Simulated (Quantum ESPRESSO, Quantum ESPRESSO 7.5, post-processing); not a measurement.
# Cu(111), 5 layers: vacuum convergence

Wanted: the cheapest sound input for Cu(111), 5 layers, from a series that sets result against time.

Calculated with Quantum ESPRESSO 7.5; plane-wave DFT, PBE, GBRV ultrasoft pseudopotentials.

This is a report of a sequence of runs, with most program output left out.

## Step 1: The structure

The cell holds 5 atoms: 5 Cu. Its edges and angles: a = 2.553 Å, b = 2.553 Å, c = 32.337 Å, α = 90.0°, β = 90.0°, γ = 60.0°. It derives from Cu. Vacuum lies along c.

## Step 2: Ground state: 24 Å of vacuum

The first run is the reference of the series.

The input, c0.in:

```
&control
  prefix = 'c0'
  outdir = './out'
  pseudo_dir = './pseudo'
  calculation = 'scf'
  tprnfor = .true.
/
&system
  ibrav = 0
  nat = 5
  ntyp = 1
  ecutwfc = 40
  ecutrho = 200
  occupations = 'smearing'
  smearing = 'mv'
  degauss = 0.02
/
&electrons
  conv_thr = 1e-07
  mixing_beta = 0.4
  electron_maxstep = 120
  mixing_mode = 'local-TF'
/
ATOMIC_SPECIES
  Cu  63.5460  cu_pbe_v1.2.uspp.F.UPF
CELL_PARAMETERS angstrom
  2.55265548008344 0.00000000000000 0.00000000000000
  1.27632774004172 2.21066449286182 0.00000000000000
  0.00000000000000 0.00000000000000 32.33693788709819
ATOMIC_POSITIONS crystal
  Cu  0.666666666700 0.666666666700 0.371092650822
  Cu  0.000000000000 0.000000000000 0.435546325411
  Cu  0.333333333300 0.333333333300 0.500000000000
  Cu  0.666666666700 0.666666666700 0.564453674589
  Cu  0.000000000000 0.000000000000 0.628907349178
K_POINTS automatic
  12 12 1 0 0 0
```

Run with:

```sh
OMP_NUM_THREADS=1 mpirun -n 4 pw.x -nk 4 -in c0.in > c0.out
```

The job ended after 73 s (4 MPI ranks of Arm Neoverse V2, shared host; peak memory 0.51 GiB).

Numbers from this step:

- free energy: -27467.7291 eV
- Fermi energy: 1.996 eV

The program's own clock; routines nest. Time by routine:

| routine | wall time (s) | calls |
| --- | --- | --- |
| PWSCF | 72.41 | 1 |
| electrons | 70.76 | 1 |
| c_bands | 53.56 | 22 |
| cegterg | 49.37 | 110 |
| h_psi | 32.53 | 647 |
| fftw | 29 | 38242 |
| vloc_psi | 27.05 | 647 |
| sum_band | 8.1 | 22 |
| mix_rho | 6.77 | 22 |
| ffts | 4.49 | 2620 |
| calbec | 3.75 | 777 |
| h_psi:calbec | 2.59 | 647 |
| add_vuspsi | 2.57 | 647 |
| s_psi | 2.56 | 647 |

The run needed 22 iterations to bring the estimated error under 1e-07 Ry; the largest force on any atom, held or free, is 0.02 eV/Å.

## Step 3: Electrostatic potential

plot_num = 11 writes the bare and Hartree potential. It leaves out exchange and correlation, which fade slowly, so it flattens close to the surface.

The input, c0.pot.in:

```
&inputpp
  prefix = 'c0'
  outdir = './out'
  filplot = 'c0.pot.dat'
  plot_num = 11
/
```

Run with:

```sh
OMP_NUM_THREADS=1 mpirun -n 4 pp.x -in c0.pot.in > c0.pot.out
```

The job ended after 0.79 s (4 MPI ranks; peak memory 0.09 GiB; 2.8 s of CPU time).

This step gave:

```
potential in the middle of the vacuum, over the Fermi level : 4.776 eV
```

The potential energy, planar mean oscillates, so the rows of the table below give means over windows of 2.13 Å about each position, cut where the curve ends. Its maxima inside the range that stand out by 2 % of the span (Å: eV): 13.0: -0.00962, 15.2: -0.00143, 17.2: -0.00143, 19.3: -0.00962. Its minima: 12.0: -24.1, 14.0: -24.2, 16.2: -24.2, 18.3: -24.2, 20.3: -24.1.

Electrostatic potential energy of an electron; zero at the Fermi level. Potential energy, planar mean against z; means over each step:

| z (Å) | potential energy, planar mean (eV) |
| --- | --- |
| 1.06 | 4.78 |
| 3.19 | 4.78 |
| 5.32 | 4.78 |
| 7.46 | 4.77 |
| 9.58 | 4.54 |
| 11.71 | -9.08 |
| 13.84 | -9.92 |
| 15.97 | -9.81 |
| 18.11 | -9.90 |
| 20.23 | -9.62 |
| 22.36 | 4.13 |
| 24.50 | 4.77 |
| 26.62 | 4.78 |
| 28.75 | 4.78 |
| 30.89 | 4.78 |

Inside the slab this potential holds the local part of the pseudopotentials, which can be repulsive at the nuclei; only its value in the vacuum has a meaning of its own.

## Step 4: Ground state: 18 Å of vacuum

The input, c2.in:

```
&control
  prefix = 'c2'
  outdir = './out'
  pseudo_dir = './pseudo'
  calculation = 'scf'
  tprnfor = .true.
/
&system
  ibrav = 0
  nat = 5
  ntyp = 1
  ecutwfc = 40
  ecutrho = 200
  occupations = 'smearing'
  smearing = 'mv'
  degauss = 0.02
/
&electrons
  conv_thr = 1e-07
  mixing_beta = 0.4
  electron_maxstep = 120
  mixing_mode = 'local-TF'
/
ATOMIC_SPECIES
  Cu  63.5460  cu_pbe_v1.2.uspp.F.UPF
CELL_PARAMETERS angstrom
  2.55265548008344 0.00000000000000 0.00000000000000
  1.27632774004172 2.21066449286182 0.00000000000000
  0.00000000000000 0.00000000000000 26.33693788709819
ATOMIC_POSITIONS crystal
  Cu  0.666666666700 0.666666666700 0.341725375918
  Cu  0.000000000000 0.000000000000 0.420862687959
  Cu  0.333333333300 0.333333333300 0.500000000000
  Cu  0.666666666700 0.666666666700 0.579137312041
  Cu  0.000000000000 0.000000000000 0.658274624082
K_POINTS automatic
  12 12 1 0 0 0
```

Run with:

```sh
OMP_NUM_THREADS=1 mpirun -n 4 pw.x -nk 4 -in c2.in > c2.out
```

The job ended after 53 s (4 MPI ranks; peak memory 0.49 GiB).

Numbers from this step:

- Fermi energy: 3.539 eV

The program's own clock; routines nest. Time by routine:

| routine | wall time (s) | calls |
| --- | --- | --- |
| PWSCF | 52.22 | 1 |
| electrons | 50.83 | 1 |
| c_bands | 38.7 | 20 |
| cegterg | 35.68 | 100 |
| h_psi | 24.72 | 451 |
| fftw | 22.79 | 33666 |
| vloc_psi | 21.03 | 451 |
| sum_band | 5.9 | 20 |
| mix_rho | 4.95 | 20 |
| ffts | 3.35 | 2358 |
| calbec | 2.69 | 571 |
| h_psi:calbec | 1.81 | 451 |
| s_psi | 1.8 | 451 |
| add_vuspsi | 1.8 | 451 |

## Step 5: Electrostatic potential

The input, c2.pot.in:

```
&inputpp
  prefix = 'c2'
  outdir = './out'
  filplot = 'c2.pot.dat'
  plot_num = 11
/
```

Run with:

```sh
OMP_NUM_THREADS=1 mpirun -n 4 pp.x -in c2.pot.in > c2.pot.out
```

Run time: 0.75 s. Hardware: 4 MPI ranks; peak memory 0.1 GiB.

Counted from each run's own zero (the Fermi level), the vacuum level differs from the first run's by +1 meV.

## Step 6: SCF with pw.x: 14 Å of vacuum

The input, c4.in:

```
&control
  prefix = 'c4'
  outdir = './out'
  pseudo_dir = './pseudo'
  calculation = 'scf'
  tprnfor = .true.
/
&system
  ibrav = 0
  nat = 5
  ntyp = 1
  ecutwfc = 40
  ecutrho = 200
  occupations = 'smearing'
  smearing = 'mv'
  degauss = 0.02
/
&electrons
  conv_thr = 1e-07
  mixing_beta = 0.4
  electron_maxstep = 120
  mixing_mode = 'local-TF'
/
ATOMIC_SPECIES
  Cu  63.5460  cu_pbe_v1.2.uspp.F.UPF
CELL_PARAMETERS angstrom
  2.55265548008344 0.00000000000000 0.00000000000000
  1.27632774004172 2.21066449286182 0.00000000000000
  0.00000000000000 0.00000000000000 22.33693788709819
ATOMIC_POSITIONS crystal
  Cu  0.666666666700 0.666666666700 0.313382256573
  Cu  0.000000000000 0.000000000000 0.406691128287
  Cu  0.333333333300 0.333333333300 0.500000000000
  Cu  0.666666666700 0.666666666700 0.593308871713
  Cu  0.000000000000 0.000000000000 0.686617743427
K_POINTS automatic
  12 12 1 0 0 0
```

Run with:

```sh
OMP_NUM_THREADS=1 mpirun -n 4 pw.x -nk 4 -in c4.in > c4.out
```

The job ended after 41 s (4 MPI ranks; peak memory 0.46 GiB; 2.8 min of CPU time).

Read from the output:

```
free energy  : -27467.7290 eV
Fermi energy : 5.027 eV
```

The program's own clock; routines nest. Time by routine:

| routine | wall time (s) | calls |
| --- | --- | --- |
| PWSCF | 40.82 | 1 |
| electrons | 39.65 | 1 |
| c_bands | 29.98 | 20 |
| cegterg | 28.09 | 100 |
| h_psi | 19.26 | 378 |
| fftw | 17.68 | 33068 |
| vloc_psi | 16.23 | 378 |
| sum_band | 4.83 | 20 |
| mix_rho | 3.77 | 20 |
| ffts | 2.47 | 2296 |
| calbec | 2.23 | 498 |
| h_psi:calbec | 1.49 | 378 |
| add_vuspsi | 1.48 | 378 |
| s_psi | 1.47 | 378 |

## Step 7: Potential by pp.x

The input, c4.pot.in:

```
&inputpp
  prefix = 'c4'
  outdir = './out'
  filplot = 'c4.pot.dat'
  plot_num = 11
/
```

Run with:

```sh
OMP_NUM_THREADS=1 mpirun -n 4 pp.x -in c4.pot.in > c4.pot.out
```

Wall time 0.74 s (4 MPI ranks); peak memory 0.1 GiB; 2.6 s of CPU time.

Numbers from this step:

```
potential in the middle of the vacuum, over the Fermi level : 4.777 eV
```

Counted from each run's own zero (the Fermi level), the vacuum level differs from the first run's by +1 meV.

## Step 8: SCF with pw.x: 12 Å of vacuum

The input, c6.in:

```
&control
  prefix = 'c6'
  outdir = './out'
  pseudo_dir = './pseudo'
  calculation = 'scf'
  tprnfor = .true.
/
&system
  ibrav = 0
  nat = 5
  ntyp = 1
  ecutwfc = 40
  ecutrho = 200
  occupations = 'smearing'
  smearing = 'mv'
  degauss = 0.02
/
&electrons
  conv_thr = 1e-07
  mixing_beta = 0.4
  electron_maxstep = 120
  mixing_mode = 'local-TF'
/
ATOMIC_SPECIES
  Cu  63.5460  cu_pbe_v1.2.uspp.F.UPF
CELL_PARAMETERS angstrom
  2.55265548008344 0.00000000000000 0.00000000000000
  1.27632774004172 2.21066449286182 0.00000000000000
  0.00000000000000 0.00000000000000 20.33693788709819
ATOMIC_POSITIONS crystal
  Cu  0.666666666700 0.666666666700 0.295029666379
  Cu  0.000000000000 0.000000000000 0.397514833189
  Cu  0.333333333300 0.333333333300 0.500000000000
  Cu  0.666666666700 0.666666666700 0.602485166811
  Cu  0.000000000000 0.000000000000 0.704970333621
K_POINTS automatic
  12 12 1 0 0 0
```

Run with:

```sh
OMP_NUM_THREADS=1 mpirun -n 4 pw.x -nk 4 -in c6.in > c6.out
```

Run time: 30 s. Hardware: 4 MPI ranks; peak memory 0.43 GiB; 2 min of CPU time.

This step gave:

```
Fermi energy : 5.992 eV
```

The program's own clock; routines nest. Time by routine:

| routine | wall time (s) | calls |
| --- | --- | --- |
| PWSCF | 29.22 | 1 |
| electrons | 28.14 | 1 |
| c_bands | 22.16 | 15 |
| cegterg | 20.35 | 75 |
| h_psi | 13.7 | 314 |
| fftw | 12.26 | 26392 |
| vloc_psi | 11.47 | 314 |
| sum_band | 3.14 | 15 |
| mix_rho | 2.1 | 15 |
| calbec | 1.64 | 409 |
| ffts | 1.39 | 1415 |
| h_psi:calbec | 1.1 | 314 |
| s_psi | 1.09 | 314 |
| add_vuspsi | 1.09 | 314 |

## Step 9: Potential by pp.x

The input, c6.pot.in:

```
&inputpp
  prefix = 'c6'
  outdir = './out'
  filplot = 'c6.pot.dat'
  plot_num = 11
/
```

Run with:

```sh
OMP_NUM_THREADS=1 mpirun -n 4 pp.x -in c6.pot.in > c6.pot.out
```

The job ended after 0.73 s (4 MPI ranks; peak memory 0.1 GiB; 2.6 s of CPU time).

Counted from each run's own zero (the Fermi level), the vacuum level differs from the first run's by +1 meV.

## Step 10: Ground state: 10 Å of vacuum

The input, c8.in:

```
&control
  prefix = 'c8'
  outdir = './out'
  pseudo_dir = './pseudo'
  calculation = 'scf'
  tprnfor = .true.
/
&system
  ibrav = 0
  nat = 5
  ntyp = 1
  ecutwfc = 40
  ecutrho = 200
  occupations = 'smearing'
  smearing = 'mv'
  degauss = 0.02
/
&electrons
  conv_thr = 1e-07
  mixing_beta = 0.4
  electron_maxstep = 120
  mixing_mode = 'local-TF'
/
ATOMIC_SPECIES
  Cu  63.5460  cu_pbe_v1.2.uspp.F.UPF
CELL_PARAMETERS angstrom
  2.55265548008344 0.00000000000000 0.00000000000000
  1.27632774004172 2.21066449286182 0.00000000000000
  0.00000000000000 0.00000000000000 18.33693788709819
ATOMIC_POSITIONS crystal
  Cu  0.666666666700 0.666666666700 0.272673661807
  Cu  0.000000000000 0.000000000000 0.386336830903
  Cu  0.333333333300 0.333333333300 0.500000000000
  Cu  0.666666666700 0.666666666700 0.613663169097
  Cu  0.000000000000 0.000000000000 0.727326338193
K_POINTS automatic
  12 12 1 0 0 0
```

Run with:

```sh
OMP_NUM_THREADS=1 mpirun -n 4 pw.x -nk 4 -in c8.in > c8.out
```

The job ended after 32 s (4 MPI ranks; peak memory 0.41 GiB; 2.1 min of CPU time).

Numbers from this step:

* free energy: -27467.7292 eV
* Fermi energy: 7.166 eV

The program's own clock; routines nest. Time by routine:

| routine | wall time (s) | calls |
| --- | --- | --- |
| PWSCF | 31.26 | 1 |
| electrons | 30.26 | 1 |
| c_bands | 23.91 | 18 |
| cegterg | 22.5 | 90 |
| h_psi | 14.86 | 360 |
| fftw | 13.23 | 32126 |
| vloc_psi | 12.41 | 360 |
| sum_band | 3.4 | 18 |
| mix_rho | 2.14 | 18 |
| calbec | 1.76 | 470 |
| ffts | 1.37 | 1698 |
| h_psi:calbec | 1.21 | 360 |
| s_psi | 1.19 | 360 |
| add_vuspsi | 1.19 | 360 |

## Step 11: Potential by pp.x

The input, c8.pot.in:

```
&inputpp
  prefix = 'c8'
  outdir = './out'
  filplot = 'c8.pot.dat'
  plot_num = 11
/
```

Run with:

```sh
OMP_NUM_THREADS=1 mpirun -n 4 pp.x -in c8.pot.in > c8.pot.out
```

It took 0.72 s on 4 MPI ranks; peak memory 0.1 GiB.

Numbers from this step:

```
potential in the middle of the vacuum, over the Fermi level : 4.778 eV
```

Counted from each run's own zero (the Fermi level), the vacuum level differs from the first run's by +2 meV.

## Step 12: Ground state: 8 Å of vacuum

The input, c10.in:

```
&control
  prefix = 'c10'
  outdir = './out'
  pseudo_dir = './pseudo'
  calculation = 'scf'
  tprnfor = .true.
/
&system
  ibrav = 0
  nat = 5
  ntyp = 1
  ecutwfc = 40
  ecutrho = 200
  occupations = 'smearing'
  smearing = 'mv'
  degauss = 0.02
/
&electrons
  conv_thr = 1e-07
  mixing_beta = 0.4
  electron_maxstep = 120
  mixing_mode = 'local-TF'
/
ATOMIC_SPECIES
  Cu  63.5460  cu_pbe_v1.2.uspp.F.UPF
CELL_PARAMETERS angstrom
  2.55265548008344 0.00000000000000 0.00000000000000
  1.27632774004172 2.21066449286182 0.00000000000000
  0.00000000000000 0.00000000000000 16.33693788709819
ATOMIC_POSITIONS crystal
  Cu  0.666666666700 0.666666666700 0.244843925321
  Cu  0.000000000000 0.000000000000 0.372421962660
  Cu  0.333333333300 0.333333333300 0.500000000000
  Cu  0.666666666700 0.666666666700 0.627578037340
  Cu  0.000000000000 0.000000000000 0.755156074679
K_POINTS automatic
  12 12 1 0 0 0
```

Run with:

```sh
OMP_NUM_THREADS=1 mpirun -n 4 pw.x -nk 4 -in c10.in > c10.out
```

Run time: 24 s. Hardware: 4 MPI ranks; peak memory 0.38 GiB; 95 s of CPU time.

This step gave:

| Property | Result |
| --- | --- |
| free energy | -27467.7299 eV |
| Fermi energy | 8.626 eV |

The program's own clock; routines nest. Time by routine:

| routine | wall time (s) | calls |
| --- | --- | --- |
| PWSCF | 23.18 | 1 |
| electrons | 22.29 | 1 |
| c_bands | 17.66 | 16 |
| cegterg | 16.45 | 80 |
| h_psi | 11.1 | 275 |
| fftw | 9.93 | 27432 |
| vloc_psi | 9.26 | 275 |
| sum_band | 2.62 | 16 |
| mix_rho | 1.37 | 16 |
| calbec | 1.36 | 375 |
| h_psi:calbec | 0.91 | 275 |
| ffts | 0.91 | 1160 |
| s_psi | 0.9 | 275 |
| add_vuspsi | 0.9 | 275 |

## Step 13: Potential by pp.x

The input, c10.pot.in:

```
&inputpp
  prefix = 'c10'
  outdir = './out'
  filplot = 'c10.pot.dat'
  plot_num = 11
/
```

Run with:

```sh
OMP_NUM_THREADS=1 mpirun -n 4 pp.x -in c10.pot.in > c10.pot.out
```

The job ended after 0.72 s (4 MPI ranks; peak memory 0.1 GiB; 2.5 s of CPU time).

Numbers from this step:

- potential in the middle of the vacuum, over the Fermi level: 4.785 eV

Counted from each run's own zero (the Fermi level), the vacuum level differs from the first run's by +10 meV.

## Step 14: The series side by side

All levels:

| level | vacuum level over the Fermi level (eV) | its change from the first (meV) | energy from the first (meV an atom) | SCF iterations | wall time (s) | peak memory (GiB) | CPU time (s) |
| --- | --- | --- | --- | --- | --- | --- | --- |
| 24 Å of vacuum | 4.776 | 0 | 0 | 22 | 72.97 | 0.51 | 291.4 |
| 18 Å of vacuum | 4.776 | 0.8778 | -5.99e-4 | 20 | 52.78 | 0.49 | 210.7 |
| 14 Å of vacuum | 4.777 | 0.9874 | 0.003238 | 20 | 41.38 | 0.46 | 165.2 |
| 12 Å of vacuum | 4.777 | 1.191 | 0.002721 | 15 | 29.78 | 0.43 | 118.7 |
| 10 Å of vacuum | 4.778 | 2.064 | -0.0283 | 18 | 31.81 | 0.41 | 126.9 |
| 8 Å of vacuum | 4.785 | 9.827 | -0.1659 | 16 | 23.73 | 0.38 | 94.58 |

## Step 15: Outcome

| Item | Value |
| --- | --- |
| vacuum level over the Fermi level, 24 Å of vacuum | 4.776 eV |
| cheapest step of the main series that, with all steps before it, keeps the vacuum level within 20 meV of the first | 8 Å of vacuum: +10 meV, 95 s of CPU time against 4.9 min |
| setting with the largest shift of the level | 8 Å of vacuum: +10 meV |

In words: The cheapest step of the main series that, with all steps before it, keeps the vacuum level within 20 meV of the first is 8 Å of vacuum: +10 meV, 95 s of CPU time against 4.9 min. Over the series the energy moves by up to 0.166 meV an atom and the vacuum level by up to 10 meV. The level is read in the middle of the vacuum, where a short gap still holds the tails of both faces. The times come from a shared host and are rough. Peak memory is sampled during the run and can miss the peak. The geometry is as built, not relaxed.

[Logs are printed without paths, hosts, clocks, repeated set-up lines and the standing remarks that a program may print on its own settings, such as how far it seeks lower states.]

[Hosts, paths, dates, database ids (printed as entryN), source tags and the programs' standing remarks are cut or masked in the printed files.]

[Maps of the electrostatic potential energy from Ansatz leave out the sawtooth potential of an applied field or a dipole correction, so their vacuum need not be flat; planar profiles and work functions include it.]
